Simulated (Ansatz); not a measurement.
# Electron scattering at the Σ3 (111) boundary in fcc Ni, starting shift (0.25, 0.5), part 2 of 3

How much does the Σ3 (111) boundary in fcc Ni, starting shift (0.25, 0.5) reflect electrons?

Ansatz 0.2.0; Ansatz plane-wave DFT, PBE, PAW files, collinear spin; relaxation of a bicrystal slab with its lowest layers held; PAW set soft_1 (the session's first sound run).

So far. Step 2 (Relaxing the bicrystal): The largest force component on a free atom ends at 0.015 eV/Å, under the tolerance of 0.03, after 9 steps.

**3. Transmission across the boundary**

Bulk layers of each grain are laid under and over the relaxed boundary, and a lead is named in the middle of each, away from the free faces. The mesh across the current, 28×28, is finer than the density's, because channels open and close sharply across the zone. Energies from -0.1 to 0.1 eV in steps of 0.05 eV are too few for the program's thermal sum, so it prints no conductance; for a metal the transmission near the Fermi level serves, at a fraction of the cost.

n

This step: Ansatz plane-wave DFT, PBE, PAW files, collinear spin; ballistic transport by layer matching (Landauer), zero bias; boundary relaxed in a short slab, bulk layers laid on; PAW set soft_1 (Ansatz 0.2.0).

System of this step: Σ3 (111) boundary in fcc Ni, starting shift (0.25, 0.5). The cell holds 22 atoms: 22 Ni. Cell: a = 2.492 Å, b = 2.492 Å, c = 50.712 Å, α = 90.0°, β = 90.0°, γ = 120.0°. It derives from Ni. Regions: lower grain, 9 atoms (9 Ni); boundary, 6 atoms (6 Ni); upper grain, 7 atoms (7 Ni). Vacuum lies along c.

Contents of input.yaml:

```yaml
crystal:
  lattice:
    - [2.4918442969, 0.0, 0.0]
    - [-1.2459221485, 2.1580004634, 0.0]
    - [0.0, 0.0, 50.7124099227]
  atoms:
    - { symbol: Ni, position: [-4.0000000001, -8.0, 0.0788761569], spin: 1.0 }
    - { symbol: Ni, position: [-3.6666666668, -7.3333333333, 0.118996166], spin: 1.0 }
    - { symbol: Ni, position: [-3.3333333334, -6.6666666667, 0.1591161751], spin: 1.0 }
    - { symbol: Ni, position: [-3.0000000001, -6.0, 0.1992361842], spin: 1.0 }
    - { symbol: Ni, position: [-2.6666666667, -5.3333333333, 0.2393561933], spin: 1.0 }
    - { symbol: Ni, position: [-2.3333333334, -4.6666666667, 0.2794762025], spin: 1.0 }
    - { symbol: Ni, position: [-2.0, -4.0, 0.3195962116], spin: 1.0 }
    - { symbol: Ni, position: [-1.6666666667, -3.3333333333, 0.3597162207], spin: 1.0 }
    - { symbol: Ni, position: [-1.3333333333, -2.6666666667, 0.3998362298], spin: 1.0 }
    - { symbol: Ni, position: [1.0, 0.0, 0.4399562389], spin: 1.0 }
    - { symbol: Ni, position: [0.3332589984, 0.6665179968, 0.4799506379], spin: 1.0 }
    - { symbol: Ni, position: [0.6664732569, 0.3329465139, 0.5199641266], spin: 1.0 }
    - { symbol: Ni, position: [-4.15657e-05, -8.31313e-05, 0.5601300925], spin: 1.0 }
    - { symbol: Ni, position: [0.6674972873, 0.3349945746, 0.6002686225], spin: 1.0 }
    - { symbol: Ni, position: [0.3335016721, -0.3329966558, 0.6402837793], spin: 1.0 }
    - { symbol: Ni, position: [-0.9998316613, -1.9996633225, 0.6804037884], spin: 1.0 }
    - { symbol: Ni, position: [-1.3331649946, -2.6663299891, 0.7205237975], spin: 1.0 }
    - { symbol: Ni, position: [-1.6664983279, -3.3329966558, 0.7606438067], spin: 1.0 }
    - { symbol: Ni, position: [-1.9998316613, -3.9996633225, 0.8007638158], spin: 1.0 }
    - { symbol: Ni, position: [-2.3331649946, -4.6663299891, 0.8408838249], spin: 1.0 }
    - { symbol: Ni, position: [-2.666498328, -5.3329966558, 0.881003834], spin: 1.0 }
    - { symbol: Ni, position: [-2.9998316613, -5.9996633225, 0.9211238431], spin: 1.0 }
magnetization:
  spin_polarized: true
kpoints:
  mp_grid: { grid: [12, 12, 1] }
hamiltonian:
  xc: pbe
  pseudopotentials: { kind: paw, azcp: { folder: soft_1 } }
scf:
  occupations: { method: fermi_dirac, width: 0.1 }
output:
  transmission:
    leads: [[5, 6], [17, 18]]
    kmesh: [28, 28]
    e_range: [-0.1, 0.1]
    de: 0.05
  write_potential: true
  write_density: true
  volumetric_format: npy
  elf: true
```

The run is started by

```
$ ansatz run input.yaml --threads 8 --pin off --max-ram 15360MiB --backend cpu --events-out ev --progress --plain --runs-dir out
```

Numbers of over 12 decimals in the logs are rounded to 6 here.

The log of the run:

```text
[...]
Crystal: 22 atoms, lattice volume = 272.701 Å³
Basis set: ecut = 420 eV, 5155 PW (Γ)
Bands: 251, of which v1, the nominal top of the filled ones, is band 198 counted from 1 (197 counted from 0)
Symmetry: 2 space group operations
[...]
k-points: 43 of 144 (time reversal used)
[...]
Starting moments: Σ|m| = 22 μB on 22 of 22 sites
[...]
SCF iter   1: F=—  HF=-128457.776572 eV  |F-HF|=—  |Δ(HF+E_count)|=         —  Δρ=4.16e-2 (↑3.91e-2 ↓4.16e-2)  dr2=2.28e1  dr2_m=2.91e-1  M=18.297 μB ∫|m|=19.476 μB  β_m=0.30  ethr=3.10e-3  ⟨swp⟩=6.0  Hψ=78076  notcnv=0  defer=1265
[...]
SCF iter  18: F=-128473.211025 eV  HF=-128473.211025 eV  |F-HF|=5.41e-8  |Δ(HF+E_count)|=  5.53e-10  Δρ=2.32e-6 (↑1.09e-6 ↓2.32e-6)  dr2=5.65e-8  dr2_m=1.59e-9  M=14.221 μB ∫|m|=16.226 μB  ethr=9.80e-12  ⟨swp⟩=9.8  Hψ=96504  notcnv=0
SCF 1 converged in 18 iterations: F = -128473.211025 eV  dr2 = 5.65e-8
[...]
transmission: 1312 of 13082 steps passed
transmission: 2628 of 13082 steps passed
[...]
transmission: 13082 of 13082 steps passed
WARN: The output density's exchange-correlation potential varies sharply where the density is thin. Do not read a vacuum level from v_tot or v_xc, or from such a field of the output density. On a cell that repeats whose density bears no net charge and no dipole along the vacuum's axis use v_es (v_loc + v_h of the components); under efield.dipole_correction with no amplitude use v_es + v_field, which holds any externa [...]
SCF converged after 18 iterations
Magnetization: 14.2213 μB (205.1106 up, 190.8894 down)
Absolute magnetization: 16.2496 μB (∫|ρ↑−ρ↓|, with the PAW one-centre terms)
[...]
Per-site moments (μB) at R_I (Å): [(0.715469, 1.027886), (0.722772, 1.027886), (0.680320, 1.027886), (0.675781, 1.027886), (0.676634, 1.027886), (0.676471, 1.027886), (0.675537, 1.027886), (0.675833, 1.027886), (0.676627, 1.027886), (0.676076, 1.025665), (0.676759, 1.025665), (0.680665, 1.025945), (0.688711, 1.027307), (0.681827, 1.025755), (0.676709, 1.025755), (0.674524, 1.027886), (0.676480, 1.027886), (0.676606, 1.027886), (0.675798, 1.027886), (0.679986, 1.027886), (0.722598, 1.027886), (0.715317, 1.027886)]
Free energy (F): -128473.211025 eV
[...]
Internal energy: -128471.996124 eV  (E = F + TS)
E sigma→0 (E₀):  -128472.603575 eV
Entropy (-TS):   -1.214901 eV (-55.223 meV/atom)
Fermi energy:    15.160162 eV
[...]
--- Band table (eV; the first three rows and the last of 86) ---
  k-point 0 ↑: bands = [... 194 lower, 13.9795, 14.0466, 14.0475, 14.1011, 14.1014, 14.1894, 14.1897, 14.2453, ... 49 higher]
  k-point 1 ↑: bands = [... 194 lower, 13.9751, 14.0023, 14.0142, 14.0430, 14.0683, 14.1190, 14.1195, 14.2009, ... 49 higher]
  k-point 2 ↑: bands = [... 194 lower, 14.0214, 14.0649, 14.1092, 14.1139, 14.1550, 14.2241, 14.2416, 14.2785, ... 49 higher]
  k-point 42 ↓: bands = [... 194 lower, 15.4795, 15.5080, 15.5436, 15.5519, 16.6756, 16.6857, 16.6943, 16.7135, ... 49 higher]
--- Transmission ---
  basis      : 55 plane waves across, 31 finite elements along
  points     : 211, standing for a mesh of 28 x 28
  energies   : 5 from -0.100000 to 0.100000 eV about the Fermi level, 0.050000 eV apart; the leads are filled to 0.000000 eV, and channels, transmission and decay are at 0.000000 eV
  crystal 0  : Ni1, at the sites [5, 6], period 2.0346 Å, over 26.45 Å; its Hamiltonian steps by up to 1.3 meV
    offset         : up to 0.0000 Å between an atom of the period and one for which it stands
    channels       : 6.466837e-1 up, 1.709184e0 down
    conductance    : none, the energies end too early or step too widely for 300 K: set another output.transmission.e_range or a lower de, or, where they end at an eighth of basis.ecutwfc, a higher one
    slowest decay  : 0.1051 /Å at (-0.4286, 0.2143)
[...]
channels       : 6.466837e-1 up, 1.709184e0 down
[...]
slowest decay  : 0.1033 /Å at (-0.4286, 0.2143)
  junction   : crystal 0 to crystal 1, 16.53 to 36.21 Å
    transmission   : 5.940168e-1 up, 1.473928e0 down
[...]
```

It took 3.8 min on 8 threads of Intel Xeon Platinum 8375C at 2.90GHz (Ice Lake), shared host; peak memory 7.3 GiB.

In the SCF lines HF is the Harris–Foulkes energy and dr2 the Hartree energy of the density residual, in eV; the loop may stop once dr2 is under the threshold and the program's other checks hold. Hψ counts applications of the Hamiltonian.

Numbers from this step:

* free energy: -128473.2110 eV
* energy at zero smearing: -128472.6036 eV
* Fermi energy: 15.16 eV
* magnetization: 14.22 μB
* absolute magnetization: 16.25 μB
* cell area: 5.377 Å²
* transmission, spin up: 0.5940
* transmission, spin down: 1.474
* open channels, spin up: 0.6467
* open channels, upper lead, spin up: 0.6467
* open channels, spin down: 1.709
* open channels, upper lead, spin down: 1.709
* step of the lead's potential: 1.3 meV
* step of the upper lead's potential: 2.3 meV

Per spin. Table of transmission, zone mean by energy, zero at the Fermi level:

| energy (eV) | T up | T down |
| --- | --- | --- |
| -0.1000 | 0.560 | 1.40 |
| -0.0500 | 0.571 | 1.42 |
| 0.0000 | 0.594 | 1.47 |
| 0.0500 | 0.599 | 1.55 |
| 0.1000 | 0.605 | 1.50 |

Per spin. Table of open channels, zone mean by energy, zero at the Fermi level:

| energy (eV) | lead up | upper lead up | lead down | upper lead down |
| --- | --- | --- | --- | --- |
| -0.1000 | 0.601 | 0.601 | 1.67 | 1.67 |
| -0.0500 | 0.631 | 0.631 | 1.69 | 1.69 |
| 0.0000 | 0.647 | 0.647 | 1.71 | 1.71 |
| 0.0500 | 0.647 | 0.647 | 1.77 | 1.77 |
| 0.1000 | 0.647 | 0.647 | 1.90 | 1.89 |

Transmission over k1 and k2. At 0.0000 eV from the Fermi level, spin up.

Values, 12 rows by 16 columns, each cell a mean:
```
0.31 0.59 0.48 0.50 0.38 0.48 0.51 0.64 0.55 0.10 0.00 0.00 0.00 0.00 0.00 0.00
0.06 0.68 0.99 1.00 1.00 1.00 1.00 1.00 0.93 0.59 0.06 0.00 0.00 0.00 0.00 0.00
0.00 0.80 1.00 1.00 1.00 1.00 1.00 1.00 1.00 0.99 0.79 0.18 0.00 0.00 0.00 0.00
0.00 0.59 0.99 1.00 1.00 1.00 1.00 1.00 1.00 1.00 1.00 0.75 0.37 0.02 0.00 0.00
0.06 0.75 1.00 1.00 1.00 1.00 1.00 1.00 1.00 1.00 1.00 1.00 0.98 0.55 0.13 0.00
0.43 0.70 0.99 1.00 1.00 1.00 1.00 1.00 0.75 1.00 1.00 1.00 1.00 0.98 0.75 0.42
0.12 0.29 0.68 0.99 1.00 1.00 1.00 1.00 1.00 1.00 1.00 1.00 1.00 1.00 0.95 0.54
0.00 0.00 0.03 0.47 0.99 1.00 1.00 1.00 1.00 1.00 1.00 1.00 1.00 1.00 0.98 0.37
0.00 0.00 0.00 0.00 0.14 0.86 1.00 1.00 1.00 1.00 1.00 1.00 1.00 1.00 0.93 0.24
0.00 0.00 0.00 0.00 0.00 0.11 0.68 0.98 1.00 1.00 1.00 1.00 1.00 1.00 0.97 0.34
0.00 0.00 0.00 0.00 0.00 0.00 0.06 0.57 0.86 0.91 0.96 0.83 0.98 0.93 0.82 0.48
0.23 0.02 0.00 0.00 0.00 0.00 0.00 0.18 0.49 0.27 0.12 0.06 0.13 0.11 0.24 0.40
```
Columns: k1 (b1) from -0.5 to 0.464; rows upwards: k2 (b2) from -0.5 to 0.464.

Open channels over k1 and k2. At 0.0000 eV from the Fermi level, spin up.

Values, 12 rows by 16 columns, each cell a mean:
```
0.67 1.00 0.69 0.57 0.39 0.51 0.63 1.00 1.00 0.22 0.00 0.00 0.00 0.00 0.00 0.00
0.12 0.90 1.00 1.00 1.00 1.00 1.00 1.00 1.00 0.80 0.08 0.00 0.00 0.00 0.00 0.00
0.00 0.86 1.00 1.00 1.00 1.00 1.00 1.00 1.00 1.00 0.84 0.18 0.00 0.00 0.00 0.00
0.00 0.61 1.00 1.00 1.00 1.00 1.00 1.00 1.00 1.00 1.00 0.76 0.39 0.02 0.00 0.00
0.12 0.90 1.00 1.00 1.00 1.00 1.00 1.00 1.00 1.00 1.00 1.00 1.00 0.63 0.24 0.00
0.92 1.00 1.00 1.00 1.00 1.00 1.00 1.00 0.76 1.00 1.00 1.00 1.00 1.00 0.98 0.86
0.43 0.55 0.88 1.00 1.00 1.00 1.00 1.00 1.00 1.00 1.00 1.00 1.00 1.00 1.00 0.92
0.00 0.00 0.04 0.53 1.00 1.00 1.00 1.00 1.00 1.00 1.00 1.00 1.00 1.00 1.00 0.43
0.00 0.00 0.00 0.00 0.14 0.88 1.00 1.00 1.00 1.00 1.00 1.00 1.00 1.00 0.94 0.24
0.00 0.00 0.00 0.00 0.00 0.12 0.76 1.00 1.00 1.00 1.00 1.00 1.00 1.00 1.00 0.43
0.00 0.00 0.00 0.00 0.00 0.00 0.10 0.88 1.00 1.00 1.00 0.84 1.00 1.00 1.00 0.84
0.67 0.06 0.00 0.00 0.00 0.00 0.00 0.57 1.00 0.51 0.14 0.06 0.14 0.14 0.45 0.82
```
Columns: k1 (b1) from -0.5 to 0.464; rows upwards: k2 (b2) from -0.5 to 0.464.

Transmission over k1 and k2. At 0.0000 eV from the Fermi level, spin down.

Ten even steps from '0' (0.00) to '9' (2.82), each cell a mean:
```
4444333333333444302333333302
2357244455444364311344334411
3343288859488662333345566533
3335867666567667633333388333
3336966666666666974333336433
3337666666666666685533334533
3338866666666666665973333433
3336566666666666666646333302
2336966666666666666668843301
3343966666666666666666881434
5447566666666666666666673845
4435187666666666666666669253
2113358766666666666666669633
3203334746666666666666665633
3323333379666666666666668833
3335433337476666666666665733
3334533333488666666666669633
3333773333347866666666669633
3335675533333257994949984233
2224433443213572555665551853
3103333333103444333333333444
5422333333322454223333333224
```
Columns: k1 (b1) from -0.5 to 0.464; rows upwards: k2 (b2) from -0.5 to 0.464.

Open channels over k1 and k2. At 0.0000 eV from the Fermi level, spin down.

Values, 12 rows by 16 columns, each cell a mean:
```
1.67 2.29 1.51 1.14 1.20 1.24 1.20 1.98 2.22 1.24 0.51 1.08 1.08 1.04 1.00 0.63
1.12 1.69 2.35 2.43 2.37 2.45 2.31 2.27 2.63 1.49 1.00 1.16 1.59 2.24 1.78 1.00
1.00 1.29 2.57 2.00 2.00 2.00 2.00 2.00 2.06 2.35 1.61 1.00 1.00 1.49 1.57 1.00
1.00 1.53 2.49 2.00 2.00 2.00 2.00 2.00 2.00 2.00 2.12 2.37 1.08 1.00 1.22 0.94
1.12 1.33 2.41 2.00 2.00 2.00 2.00 2.00 2.00 2.00 2.00 2.00 2.24 1.31 1.06 0.61
1.92 2.29 2.69 2.00 2.00 2.00 2.00 2.00 2.00 2.00 2.00 2.00 2.06 2.22 2.67 1.94
1.55 1.63 1.55 2.37 2.08 2.00 2.00 2.00 2.00 2.00 2.00 2.00 2.00 2.29 2.02 1.86
0.88 0.55 1.00 1.16 2.12 2.20 2.00 2.00 2.00 2.00 2.00 2.00 2.00 2.16 2.18 1.00
1.00 1.24 1.49 1.00 1.12 1.98 2.24 2.00 2.00 2.00 2.00 2.00 2.00 2.16 2.35 1.00
1.00 1.04 2.02 1.57 1.08 1.00 1.43 2.29 2.14 2.14 2.06 2.06 2.14 2.39 2.06 1.00
0.88 1.00 1.69 1.41 1.59 0.98 0.82 1.84 2.71 2.02 1.90 2.27 2.00 1.88 2.39 1.90
1.80 0.78 1.00 1.00 1.00 0.96 0.69 1.76 2.06 1.41 1.00 1.00 1.00 1.00 1.49 1.82
```
Columns: k1 (b1) from -0.5 to 0.464; rows upwards: k2 (b2) from -0.5 to 0.464.

Slowest decay crystal 1 over k1 and k2. At 0.0000 eV from the Fermi level, spin up.

Ten even steps from '0' (0.000) to '9' (0.504), each cell a mean:
```
0000234554320000346778887653
3000000010000000146788998765
5100000000000000035789999876
6400000000000000004678999987
7500000000000000000478899998
7610000000000000000047788888
6500000000000000000001677777
5400000000000000000000035666
3100000000000000000000001244
1000000000000000000000000011
0000000000000020000000000000
0000000000000000000000000000
3331100000000000000000000001
5555420000000000000000000003
6777764000000000000000000005
7788887630000000000000000016
7889998762000000000000000006
6789999876300000000000000004
5789999987520000000000000002
3578899987640000000000000000
1356788887642000012343321000
0034667776542000245677665320
```
Columns: k1 (b1) from -0.5 to 0.464; rows upwards: k2 (b2) from -0.5 to 0.464.

Spin density in the ca plane at fractional y = 0.000, with atoms of Ni within 0.2 Å of it.

Values in units of 1e-1 e/Å³, 5 rows by 16 columns, each cell a mean:
```
 4.2 -0.1 -0.1 -0.1 -0.1  2.4  4.5 -0.1 -0.1 -0.1 -0.1  2.1  5.2  0.1  0.0  0.0
 0.2  0.0  0.1  0.1  0.1  0.1  0.2  0.0  0.1  0.1  0.1  0.1  0.3  0.0  0.0  0.0
-0.1  0.1  0.3  0.2  0.2 -0.1 -0.1  0.1  0.3  0.2  0.3 -0.1 -0.1  0.0  0.0  0.0
 0.8  0.0  0.0  0.0  0.0  0.5  0.9  0.0  0.0  0.0  0.0  0.4  1.0  0.0  0.0  0.0
 7.8 -0.1 -0.1 -0.1 -0.1  4.3  8.4 -0.1 -0.1 -0.1 -0.1  3.8  9.6  0.1  0.0  0.0
```
Columns run along c (16.0 Å, from fractional 0.68 to 1.00 of the cell), rows up along a (2.5 Å). Atoms in or near the plane, at fractional coordinates: Ni at (0.80, 0.00), Ni at (0.92, 0.00).

ELF of down spins in the ca plane at fractional y = 0.000, with atoms of Ni within 0.2 Å of it. It is the smooth field of the valence electrons, not physical close to the nuclei.

Ten even steps from '0' (0.00) to '9' (0.96), each cell a mean:
```
84123222222232148722332222223322685100000000
32222112221122223312221122211221342111000000
11221111211112211122111122111122111221100000
22221211211212222222111122112122223322100000
22221111211112222222111122111122222222100000
21221112221112212212211122111221222111000000
73122222222222137622322222222322574100000000
95123332223332159831333222233322896100000000
```
Columns run along c (16.0 Å, from fractional 0.68 to 1.00 of the cell), rows up along a (2.5 Å). Atoms in or near the plane, at fractional coordinates: Ni at (0.80, 0.00), Ni at (0.92, 0.00).

Electrostatic potential energy in the ca plane at fractional y = 0.000, with atoms of Ni within 0.2 Å of it. With pseudopotentials it is smooth inside the atoms' cores, unlike the true potential.

Ten even steps from '0' (-9 eV) to '9' (20 eV), each cell a mean:
```
81388888988888327606888899888871583279999999
11687668886678511027866788766773010589999999
36874136863147853478631477522687435899999999
78873015750037887788510277300588778899999999
67873016761037876678620377401588657899999999
02786457875468620047754688645785101689999999
50488788988788415306877888877871351389999999
92388889998888239806888899888870794179999999
```
Columns run along c (16.0 Å, from fractional 0.68 to 1.00 of the cell; values clipped at the 3rd and 97th percentile), rows up along a (2.5 Å). Atoms in or near the plane, at fractional coordinates: Ni at (0.80, 0.00), Ni at (0.92, 0.00).

Nearest the Fermi level spin up passes 0.594 of 0.647 channels of the lower lead and spin down 1.47 of 1.71.

**4. Specific resistance**

s

This step: Ansatz plane-wave DFT, PBE, PAW files, collinear spin; ballistic transport by layer matching (Landauer), zero bias; specific resistance of the boundary; PAW set soft_1 (Ansatz 0.2.0).

Numbers from this step:

| Quantity | Value |
| --- | --- |
| area resistance | 0.08218 fΩ m² |
| T over the leads' mean channel count | 0.8630 |
| spin asymmetry γ | -0.09509 (R down - R up) / (R down + R up) |

Averaged over the energies near the Fermi level, 86.3 % of the channels pass, which makes 0.0822 fΩ m².

By hand, with means over the energies near the Fermi level: RA per spin = A (h/e²)(1/T − ½[1/N₁ + 1/N₂]); spin up: 5.377×10⁻²⁰ m² × 25 813 Ω × (1/0.5858 − ½[1/0.6344 + 1/0.6344]) = 0.182 fΩ m²; spin down: 5.377×10⁻²⁰ m² × 25 813 Ω × (1/1.469 − ½[1/1.748 + 1/1.745]) = 0.150 fΩ m². The spins conduct in parallel, so 1/RA = 1/0.182 + 1/0.150 and RA = 0.0822 fΩ m²; γ = (0.150 − 0.182)/(0.150 + 0.182) = -0.095.

(Part 2 of 3 ends here.)

[Logs are printed without paths, hosts, clocks, repeated set-up lines and the standing remarks that a program may print on its own settings, such as how far it seeks lower states.]

[Hosts, paths, dates, database ids (printed as entryN), source tags and the programs' standing remarks are cut or masked in the printed files.]
